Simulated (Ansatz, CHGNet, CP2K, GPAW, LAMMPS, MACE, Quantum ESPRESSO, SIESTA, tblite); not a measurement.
## Atom list for Glassy 25SiO2-50B2O3-12CaO-12Na2O (mol %) (62 atoms)

62 atoms (4 Si, 16 B, 2 Ca, 4 Na, 36 O) placed at random at 2.2 g/cm³, melted at 3000 K for 20 ps at fixed volume with the Buckingham and Coulomb pair potential of Guillot and Sator (Geochim. Cosmochim. Acta 71, 1249 (2007)) with the boron terms of Wang et al. (J. Non-Cryst. Solids 498, 294 (2018)). Quenched from 3000 K to 300 K at 20 K/ps and fixed volume, held 10 ps at zero pressure.

Geometry: the geometry as built. Computed with CP2K 2026.2: Kohn-Sham DFT, PBE, GTH-PBE pseudopotentials, Gaussian and plane waves, DZVP-MOLOPT-SR-GTH, diagonalisation; 1680/50 Ry; levels smeared at 580 K; Γ point; density 2.40 g/cm³.

Cell vectors (Å):

```
8.940 0.000 0.000
0.000 8.940 0.000
0.000 0.000 8.940
```

Positions (Å):

```
1 Si 4.019 4.117 4.748
2 Si 8.771 8.307 6.683
3 Si 1.095 4.063 0.861
4 Si 5.538 2.666 8.165
5 B 3.867 6.275 2.921
6 B 6.107 6.116 1.409
7 B 8.744 5.405 5.610
8 B 0.287 2.435 3.233
9 B 8.328 6.208 2.910
10 B 4.057 1.921 2.953
11 B 5.291 8.568 3.906
12 B 3.199 2.243 0.669
13 B 7.775 0.359 4.072
14 B 8.356 2.312 8.864
15 B 1.470 7.011 1.520
16 B 1.520 3.441 5.387
17 B 1.382 0.399 8.697
18 B 6.136 5.100 6.566
19 B 5.005 0.563 6.593
20 B 6.129 7.545 7.928
21 Ca 4.006 8.536 0.995
22 Ca 8.081 5.685 8.313
23 Na 2.218 7.322 4.840
24 Na 3.910 5.517 8.407
25 Na 7.524 8.712 1.165
26 Na 6.704 3.895 3.817
27 O 4.890 5.664 1.993
28 O 8.293 0.177 5.328
29 O 5.058 1.893 6.831
30 O 5.916 6.465 7.014
31 O 0.283 1.283 0.227
32 O 4.752 0.707 3.036
33 O 5.131 0.022 5.318
34 O 0.997 2.633 4.414
35 O 4.555 7.382 3.593
36 O 2.904 3.382 5.664
37 O 0.060 6.762 6.158
38 O 2.762 6.882 2.122
39 O 3.291 5.302 3.833
40 O 4.525 3.014 3.651
41 O 7.508 4.874 6.202
42 O 7.543 8.067 7.740
43 O 1.424 8.072 0.553
44 O 6.999 2.065 8.581
45 O 1.053 5.700 0.896
46 O 8.893 3.589 8.726
47 O 2.936 1.957 2.095
48 O 2.632 1.069 8.910
49 O 2.493 3.448 0.334
50 O 5.276 4.718 5.515
51 O 0.343 7.139 2.559
52 O 5.967 6.953 0.329
53 O 8.251 1.401 3.281
54 O 7.340 5.856 1.971
55 O 0.874 4.533 5.952
56 O 6.772 8.443 3.606
57 O 8.527 5.520 4.124
58 O 4.618 2.360 0.519
59 O 5.773 4.216 7.793
60 O 1.160 0.062 7.292
61 O 5.236 8.625 7.666
62 O 0.444 3.351 2.180
```

**Question.** What force acts on each atom, and what charge does it carry?

Columns: atom, q, fx, fy, fz (forces in eV/Å, q the Hirshfeld charge in e).

```
1 0.52 -1.308 0.808 -1.103
2 0.53 -1.288 -0.594 -1.356
3 0.54 1.861 -0.653 1.135
4 0.53 0.807 0.051 -0.054
5 0.22 0.551 0.775 0.244
6 0.30 -3.059 -0.239 2.859
7 0.23 -1.743 0.583 -1.434
8 0.34 0.832 0.349 1.087
9 0.29 2.498 0.224 2.480
10 0.30 -0.464 -1.087 -0.414
11 0.23 -0.211 0.027 1.151
12 0.21 -2.291 -0.780 0.717
13 0.31 -0.683 -1.137 1.012
14 0.31 0.235 -1.939 -1.049
15 0.23 -0.986 0.285 0.787
16 0.32 0.386 2.025 -0.607
17 0.23 0.253 0.299 1.239
18 0.22 0.312 0.758 0.297
19 0.30 2.078 -2.343 -2.608
20 0.22 0.759 -0.480 -3.967
21 0.45 -0.809 0.550 0.607
22 0.42 0.099 0.363 -0.681
23 0.43 0.118 -0.207 -0.270
24 0.41 -0.281 -0.443 0.185
25 0.32 0.673 0.462 0.272
26 0.37 0.449 0.090 -0.052
27 -0.24 2.096 -0.326 -1.487
28 -0.25 0.628 0.451 0.511
29 -0.23 -0.647 0.706 -0.475
30 -0.25 -0.599 -0.458 -0.155
31 -0.24 -2.182 0.574 0.276
32 -0.24 -0.585 1.188 -1.440
33 -0.25 -0.843 0.678 1.564
34 -0.20 -0.487 -0.400 -0.326
35 -0.27 -0.228 -0.331 0.314
36 -0.25 -0.838 -0.224 0.490
37 -0.26 1.588 0.256 0.696
38 -0.26 0.716 0.624 -0.567
39 -0.28 0.019 -0.321 0.855
40 -0.25 0.944 -0.186 0.174
41 -0.26 0.474 -0.985 0.668
42 -0.26 0.378 0.142 1.794
43 -0.26 0.142 -0.623 -0.113
44 -0.24 1.902 -0.387 1.025
45 -0.25 -0.324 -2.383 -1.942
46 -0.23 -1.203 1.088 -0.726
47 -0.25 1.610 -0.314 1.915
48 -0.27 1.675 -0.053 -1.322
49 -0.27 -0.292 2.215 -0.477
50 -0.25 -0.824 -0.425 -1.232
51 -0.26 -0.295 0.808 0.114
52 -0.18 0.096 1.054 1.006
53 -0.20 0.287 1.318 -1.700
54 -0.18 -0.472 -0.839 -0.874
55 -0.23 1.069 -0.926 0.065
56 -0.25 0.628 0.756 -0.614
57 -0.24 -1.222 -0.064 -1.804
58 -0.24 0.884 0.006 -0.545
59 -0.27 -0.070 0.712 0.866
60 -0.27 -0.492 -0.465 -1.064
61 -0.22 -1.523 0.326 2.308
62 -0.23 -0.732 -1.061 1.766
```

The quench rate of 20 K/ps is many orders above laboratory rates, so the cell is likely richer in defects and strain than a real sample. The network of bonds at the start is that of the classical potential that made the cell, and needn't be the one that DFT or experiment would give. Only the Γ point is sampled, in a cell whose shortest periodic width is 9 Å.

The r.m.s. force component is 1.09 eV/Å; the longest force, 4.19 eV/Å, acts on B6.

[Long decimals in the printed logs are rounded to 6 places.]

[Logs are printed without paths, hosts, clocks, repeated set-up lines and the standing remarks that a program may print on its own settings, such as how far it seeks lower states.]

[Hosts, paths, dates, database ids (printed as entryN), source tags and the programs' standing remarks are cut or masked in the printed files.]
